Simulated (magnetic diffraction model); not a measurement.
# Which magnetic order? MnRh5

Space group Pnma (no. 62), a = 10.5000 Å, b = 3.7460 Å, c = 7.8930 Å.

```csv
site,atom,x,y,z
4c,Rh,0.6878,3/4,0.1123
4c,Rh,0.9291,3/4,0.4329
4c,Rh,0.1673,3/4,0.0407
4c,Rh,0.2980,1/4,0.2147
4c,Rh,0.9600,3/4,0.7781
4c,Mn,0.4211,3/4,0.3813
```

This is a made-up structure (elements placed in a structure type, unrelaxed), so the numbers test the method and describe no known phase.

Only Mn is taken to order (form factors of Mn2+); orders and moment sizes are assumed, and not adapted to the symmetry. Radiation: neutrons of λ = 2.36 Å, 5° to 65°; isotropic B of 0.17 Å² (Rh) and 0.2 Å² (Mn). The intensities are simulated: I ∝ L Σ (|F_N|² + |F_M⊥|²) for unpolarised neutrons, with F_M = 2.695 fm/μB × Σ f(s) S exp(2πi Q·r) exp(−B s²) at Q = H ± k (one set where k and −k are equivalent), only the part normal to Q counting and L = 1/(sin²θ cos θ). For collinear order S is the moment m, which repeats by lattice and centring translations R with the sign exp(−2πi k·R). Form factors are spin-only for 3d ions and dipole or tabulated for f ions, scattering lengths are Sears's of 1992, and absorption is left out. A label names one of the reflections at its angle. The strongest nuclear line in the range is 100, and lines under 0.2 are left out.

Above the ordering temperature:

```tsv
2θ (°)	index	I
21.56	(1 0 1)	94.4
25.98	(2 0 0)	29.1
31.32	(2 0 1)	21.3
34.80	(0 0 2)	0.8
37.26	(1 0 2)	15.1
40.81	(0 1 1)	37.5
42.98	(1 1 1)	14.5
43.28	(3 0 1)	1.4
43.93	(2 0 2)	1.7
45.53	(2 1 0)	52.3
49.02	(2 1 1)	18.3
53.31	(1 1 2)	100.0
53.43	(4 0 0)	2.1
53.57	(3 0 2)	58.5
55.08	(1 0 3)	2.0
56.55	(4 0 1)	13.8
58.03	(3 1 1)	96.4
58.55	(2 1 2)	3.8
60.22	(2 0 3)	13.7
```

Below it (cell unchanged):

```csv
2θ (°),I
21.56,109.6
25.98,31.5
31.32,25.4
34.80,0.9
37.26,17.6
40.81,43.8
42.98,17.2
43.28,1.4
43.93,1.7
45.53,58.3
49.02,20.1
53.31,108.5
53.43,2.3
53.57,61.7
55.08,3.1
56.55,14.7
58.03,100.2
58.55,3.8
60.22,14.9
```

**Question.** Find the propagation vector, then choose among these models:
A. collinear moments along [001], 1.86 μB on Mn; signs + at (0.4211, 3/4, 0.3813), + at (0.0789, 1/4, 0.8813), − at (0.5789, 1/4, 0.6187), − at (0.9211, 3/4, 0.1187)
B. collinear moments along [101], 1.86 μB on Mn; signs + at (0.4211, 3/4, 0.3813), + at (0.0789, 1/4, 0.8813), − at (0.5789, 1/4, 0.6187), − at (0.9211, 3/4, 0.1187)
C. collinear moments along [101], 1.86 μB on Mn; signs + at (0.4211, 3/4, 0.3813), + at (0.0789, 1/4, 0.8813), + at (0.5789, 1/4, 0.6187), + at (0.9211, 3/4, 0.1187)
D. collinear moments along [001], 1.86 μB on Mn; signs + at (0.4211, 3/4, 0.3813), + at (0.0789, 1/4, 0.8813), + at (0.5789, 1/4, 0.6187), + at (0.9211, 3/4, 0.1187)

No line moves, and magnetic intensity falls on nuclear lines such as the one at 21.56°, so the magnetic cell equals the chemical primitive cell: k = 0.

Magnetic intensity, observed (below minus above) and for each model:

| 2θ (°) | index | observed | A | B | C | D |
| --- | --- | --- | --- | --- | --- | --- |
| 12.90 | (1 0 0) | <0.2 | 23.0 | 8.3 | <0.2 | <0.2 |
| 21.56 | (1 0 1) | 15.2 | 8.7 | 13.0 | 15.2 | 10.2 |
| 25.98 | (2 0 0) | 2.4 | <0.2 | <0.2 | 2.4 | 6.7 |
| 34.80 | (0 0 2) | <0.2 | <0.2 | 7.0 | <0.2 | <0.2 |
| 39.08 | (1 1 0) | <0.2 | 12.7 | 11.8 | <0.2 | <0.2 |
| 39.41 | (3 0 0) | <0.2 | 8.0 | 2.9 | <0.2 | <0.2 |
| 45.53 | (2 1 0) | 6.0 | <0.2 | <0.2 | 6.0 | 7.6 |
| 53.31 | (1 1 2) | 8.5 | <0.2 | <0.2 | 8.5 | 5.9 |

Model C matches.

The absence at (1 0 0) is telling: the sublattices cancel there.

The structure used: k = (0 0 0), collinear moments along [101], 1.86 μB on Mn; signs + at (0.4211, 3/4, 0.3813), + at (0.0789, 1/4, 0.8813), + at (0.5789, 1/4, 0.6187), + at (0.9211, 3/4, 0.1187).

[Logs are printed without paths, hosts, clocks, repeated set-up lines and the standing remarks that a program may print on its own settings, such as how far it seeks lower states.]
